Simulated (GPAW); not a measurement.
# Si2W: optical spectrum from first principles

Aim: the dielectric function of Si2W, and the optical constants that follow from it.

Main program and level: GPAW 26.7.0; DFT, PBE, plane-wave PAW (GPAW data sets), scalar-relativistic, RPA, optical limit.

Most raw output is cut from this account.

**1. Set-up**

It takes space group I4/mmm (No. 139, tetragonal). Conventional cell: a = 3.214 Å, b = 3.214 Å, c = 7.830 Å, α = 90.00°, β = 90.00°, γ = 90.00°. Nearest to W lie 10 Si at 2.62 Å. Nearest to Si lie 5 Si at 2.59 to 2.63 Å and 5 W at 2.62 Å. Farther neighbours are not listed.

**2. Ground state**

The self-consistent density comes first; it also tells whether there is a gap, which decides the occupations and the need for a Drude term.

This step: DFT, PBE, plane-wave PAW (GPAW data sets), scalar-relativistic, ground state (GPAW 26.7.0).

gs.py

```python
from ase import Atoms
from ase.dft.bandgap import bandgap
from gpaw import GPAW, PW, FermiDirac

atoms = Atoms(['W', 'Si', 'Si'],
              cell=[[-1.606900000000, 1.606900000000, 3.914950000000],
                    [1.606900000000, -1.606900000000, 3.914950000000],
                    [1.606900000000, 1.606900000000, -3.914950000000]],
              scaled_positions=[[0.000000000000, 0.000000000000, 0.000000000000],
                                [0.665300000000, 0.665300000000, 0.000000000000],
                                [0.334700000000, 0.334700000000, 0.000000000000]],
              pbc=[True, True, True])
atoms.calc = GPAW(mode=PW(500), xc='PBE', kpts={'size': (10, 10, 10), 'gamma': True},
                  occupations=FermiDirac(0.05), maxiter=150, txt='gs.txt')
print('energy (eV)', atoms.get_potential_energy())
print('Fermi level (eV)', atoms.calc.get_fermi_level())
print('valence electrons', atoms.calc.get_number_of_electrons())
print('gap (eV)', bandgap(atoms.calc, output=None)[0])
print('direct gap (eV)', bandgap(atoms.calc, direct=True, output=None)[0])
atoms.calc.write('gs.gpw')
```

Command:

```sh
> OMP_NUM_THREADS=1 python gs.py
```

Wall time 24 s (1 thread of AMD EPYC 9R14 (Zen 4), shared host); peak memory 0.2 GiB.

Numbers from this step:

* energy: -23.36 eV
* Fermi energy: 12.70 eV
* electrons: 22

There are states at the Fermi level within the smearing, so the occupations stay smeared and the carriers get a Drude term.

**3. Bands for the response**

The response needs many more empty bands than the density does.

This step: DFT, PBE, plane-wave PAW (GPAW data sets), scalar-relativistic, bands at fixed density (GPAW 26.7.0).

nscf.py

```python
from ase.dft.bandgap import bandgap
from gpaw import GPAW, FermiDirac

calc = GPAW('gs.gpw').fixed_density(kpts={'size': (17, 17, 17), 'gamma': True}, nbands=38, convergence={'bands': 32},
                                    occupations=FermiDirac(0.05), txt='nscf.txt')
print('gap (eV)', bandgap(calc, output=None)[0])
print('direct gap (eV)', bandgap(calc, direct=True, output=None)[0])
print('top band over the Fermi level (eV)', min(calc.get_eigenvalues(kpt=k)[31] for k in range(len(calc.get_ibz_k_points()))) - calc.get_fermi_level())
calc.write('full.gpw', mode='all')
```

Command:

```sh
> OMP_NUM_THREADS=1 python nscf.py
```

Wall time 3.4 min (1 thread); peak memory 0.53 GiB.

**4. Dielectric function, RPA**

Transitions between filled and empty bands, summed over the zone, give the optical response, so mesh, band count and broadening shape it.

The induced potential is part of this response.

This step: DFT, PBE, plane-wave PAW (GPAW data sets), scalar-relativistic, RPA, optical limit (GPAW 26.7.0).

df.py

```python
from gpaw.response.df import DielectricFunction

df = DielectricFunction('full.gpw', frequencies={'type': 'nonlinear', 'domega0': 0.03, 'omega2': 8},
                        ecut=50,
                        eta=0.15,
                        nbands=32,
                        rate=0.05,
                        txt='df.txt')
for direction in ['x', 'z']:
    df.get_dielectric_function(xc='RPA', direction=direction, filename=f'df_{direction}.csv')
```

Command:

```sh
> OMP_NUM_THREADS=1 python df.py
```

Run time: 46 s. Hardware: 1 thread; peak memory 0.3 GiB.

Some rows of df_x.csv (energy; Re and Im without local fields; Re and Im with them):

```text
0.000000, 2183.052163, 0.000000, 2182.566774, 0.000000
0.460735, -3.662928, 7.064766, -4.141896, 7.030594
0.943989, 15.193308, 2.949666, 14.704118, 2.911828
1.451455, 19.365981, 5.154638, 18.754578, 5.077134
1.984998, 22.000441, 6.421258, 21.115689, 6.128396
2.546682, 21.824834, 14.995902, 21.266604, 13.823527
3.138794, 17.597137, 16.419524, 17.825157, 15.343301
3.763875, 18.790462, 20.617608, 19.282167, 19.745166
4.424758, 9.683651, 24.296259, 10.363681, 24.133728
5.124608, 1.971866, 26.059226, 2.466161, 26.248711
5.866977, -4.915810, 21.148893, -4.725950, 21.302712
6.655862, -8.829259, 16.004622, -8.701970, 16.243740
7.495775, -9.399535, 7.787423, -9.467139, 7.979239
8.391833, -7.332776, 5.127689, -7.443293, 5.216838
9.349861, -5.161147, 3.651999, -5.253114, 3.626961
10.376517, -4.505389, 2.207001, -4.543736, 2.185738
11.479449, -3.339970, 1.420996, -3.367962, 1.398539
12.667487, -2.399907, 1.085513, -2.420918, 1.063401
13.950874, -1.873953, 0.718325, -1.892164, 0.711036
```

Sum at mesh points, not converged in k. Table of Im ε by photon energy; read off at these points:

```csv
photon energy (eV),E ∥ x,E ∥ z
0.50,5.91,6.73
1.00,3.03,2.76
1.50,5.28,6.30
2.00,6.21,14.5
2.50,13.3,30.5
2.66,14.1,34.7
3.00,14.8,31.1
3.50,15.7,22.3
4.00,23.3,19.3
4.50,24.2,19.4
5.00,26.7,21.0
5.50,23.2,17.4
6.00,20.3,16.6
6.50,17.1,16.7
7.00,13.0,15.9
7.50,7.96,10.5
8.00,6.38,6.95
8.50,4.71,5.23
9.00,3.93,3.80
9.50,3.60,2.96
10.00,2.74,2.29
10.50,2.04,1.65
11.00,1.78,1.50
11.50,1.38,1.03
12.00,1.29,0.919
12.50,1.09,0.789
13.00,1.01,0.718
13.50,0.874,0.613
```

Values under 1 per cm are given as 1; sum at mesh points, not converged in k. Absorption coefficient against photon energy:

```csv
photon energy (eV),E ∥ x (1/cm),E ∥ z (1/cm)
0.5,90307,1.3e5
1.0,38593,31380
1.5,91504,90762
2.0,1.4e5,2.6e5
2.5,3.5e5,6.6e5
3.0,4.9e5,1.0e6
3.5,6.0e5,1.1e6
4.0,1.0e6,1.1e6
4.5,1.3e6,1.2e6
5.0,1.7e6,1.6e6
5.5,2.0e6,1.7e6
6.0,2.2e6,1.9e6
6.5,2.4e6,2.2e6
7.0,2.6e6,2.5e6
7.5,2.5e6,2.7e6
8.0,2.4e6,2.6e6
8.5,2.4e6,2.6e6
9.0,2.3e6,2.5e6
9.5,2.3e6,2.4e6
10.0,2.3e6,2.4e6
10.5,2.3e6,2.3e6
11.0,2.2e6,2.3e6
11.5,2.2e6,2.2e6
12.0,2.1e6,2.1e6
12.5,2.1e6,2.1e6
13.0,2.0e6,2.0e6
13.5,2.0e6,2.0e6
```

Sum at mesh points, not converged in k. The Im ε, E ∥ x by photon energy; read off at these points:

```csv
photon energy (eV),without local fields,with local fields
0.5,5.95,5.91
1.0,3.07,3.03
1.5,5.37,5.28
2.0,6.52,6.21
2.5,14.4,13.3
3.0,16.0,14.8
3.5,16.5,15.7
4.0,24.0,23.3
4.5,24.3,24.2
5.0,26.6,26.7
5.5,23.0,23.2
6.0,20.2,20.3
6.5,16.8,17.1
7.0,12.8,13.0
7.5,7.77,7.96
8.0,6.26,6.38
8.5,4.63,4.71
9.0,3.93,3.93
9.5,3.63,3.60
10.0,2.76,2.74
10.5,2.06,2.04
11.0,1.80,1.78
11.5,1.40,1.38
12.0,1.31,1.29
12.5,1.11,1.09
13.0,1.03,1.01
13.5,0.895,0.874
```

The loss function −Im 1/ε at q → 0 has structure finer than the step of the table below, so its rows give means over 0.5 eV, whole bins alone (the curve runs from 0.305 to 14.0 eV). Peaks (eV: height): E ∥ x 0.52: 0.173; E ∥ z 0.56: 0.193.

Sum at mesh points, not converged in k. The loss function −Im 1/ε at q → 0 by energy loss; means over each step:

```csv
energy loss (eV),E ∥ x,E ∥ z
1.0,0.0150,0.00856
1.5,0.0136,0.00802
2.0,0.0130,0.0118
2.5,0.0201,0.0184
3.0,0.0264,0.0288
3.5,0.0267,0.0438
4.0,0.0291,0.0498
4.5,0.0354,0.0484
5.0,0.0369,0.0490
5.5,0.0420,0.0569
6.0,0.0457,0.0582
6.5,0.0476,0.0565
7.0,0.0457,0.0505
7.5,0.0525,0.0481
8.0,0.0623,0.0534
8.5,0.0661,0.0571
9.0,0.0798,0.0609
9.5,0.0896,0.0652
10.0,0.0856,0.0666
10.5,0.0908,0.0694
11.0,0.104,0.0819
11.5,0.110,0.0802
12.0,0.131,0.0944
12.5,0.144,0.106
13.0,0.163,0.124
13.5,0.171,0.129
```

Sum at mesh points, not converged in k. Table of reflectivity at normal incidence by photon energy; read off at these points:

```csv
photon energy (eV),E ∥ x (%),E ∥ z (%)
0.5,35.9,58.0
1.0,36.2,40.4
1.5,40.3,46.9
2.0,42.6,51.2
2.5,46.4,56.5
3.0,45.8,56.8
3.5,46.4,53.8
4.0,51.4,50.0
4.5,52.4,49.6
5.0,55.8,54.4
5.5,57.8,51.9
6.0,59.7,54.1
6.5,62.1,56.2
7.0,67.3,61.8
7.5,69.4,68.6
8.0,67.8,70.1
8.5,70.2,71.4
9.0,67.6,72.9
9.5,65.7,73.8
10.0,69.9,75.5
10.5,71.5,77.4
11.0,70.3,75.2
11.5,72.3,79.1
12.0,69.2,77.5
12.5,69.7,77.1
13.0,68.5,75.7
13.5,69.1,76.7
```

At chosen wavelengths:

```csv
wavelength (nm),n x,k x,R (%) x,1/α x,n z,k z,R (%) z,1/α z
1064,4.20,0.472,38.4,179 nm,4.81,0.389,43.3,218 nm
800,4.40,0.624,40.4,102 nm,5.33,0.637,47.4,100 nm
633,4.62,0.651,42.2,77 nm,5.71,1.239,51.0,41 nm
532,4.93,1.085,45.8,39 nm,5.98,2.149,55.2,20 nm
450,4.65,1.513,45.6,24 nm,5.18,3.264,57.6,11 nm
365,4.55,1.654,45.8,18 nm,3.67,3.312,55.2,8.8 nm
248,3.99,3.344,55.8,5.9 nm,3.26,3.229,54.4,6.1 nm
```

A polished face would reflect 49 % of daylight and look light grey (CIE x = 0.305, y = 0.325 under D65).

**5. What came out**

In words: At this level (PBE, RPA) Si2W is a metal. The mesh is too coarse to trust the carriers' weight, the reflectivity or the colour to better than tens of per cent. A polished face would reflect 49 % of daylight and look light grey (CIE x = 0.305, y = 0.325 under D65). The carriers' damping of 0.05 eV is typed, not computed; it shapes the response at the lowest energies. Spin-orbit coupling is left out although heavy atoms are present. In this version of GPAW the matrix elements of the optical limit are incomplete, which can lower ε − 1 by up to a tenth where first-row anions or d states rule, and shift it by more in d metals. GPAW's carrier term has the form −ωp²/(ω + i·rate)², which damps like twice the rate and fails at low energy, so the curves leave the lowest energies out. The sum runs over mesh points 0.16 Å⁻¹ apart with no interpolation, so peaks are partly noise of the mesh, and the Drude plasma energy, a sum over the Fermi surface, isn't converged.

[Machine, clock and banner lines and Python warnings are left out of the logs.]

[Logs are printed without paths, hosts, clocks, repeated set-up lines and the standing remarks that a program may print on its own settings, such as how far it seeks lower states.]

[Hosts, paths, dates, database ids (printed as entryN), source tags and the programs' standing remarks are cut or masked in the printed files.]
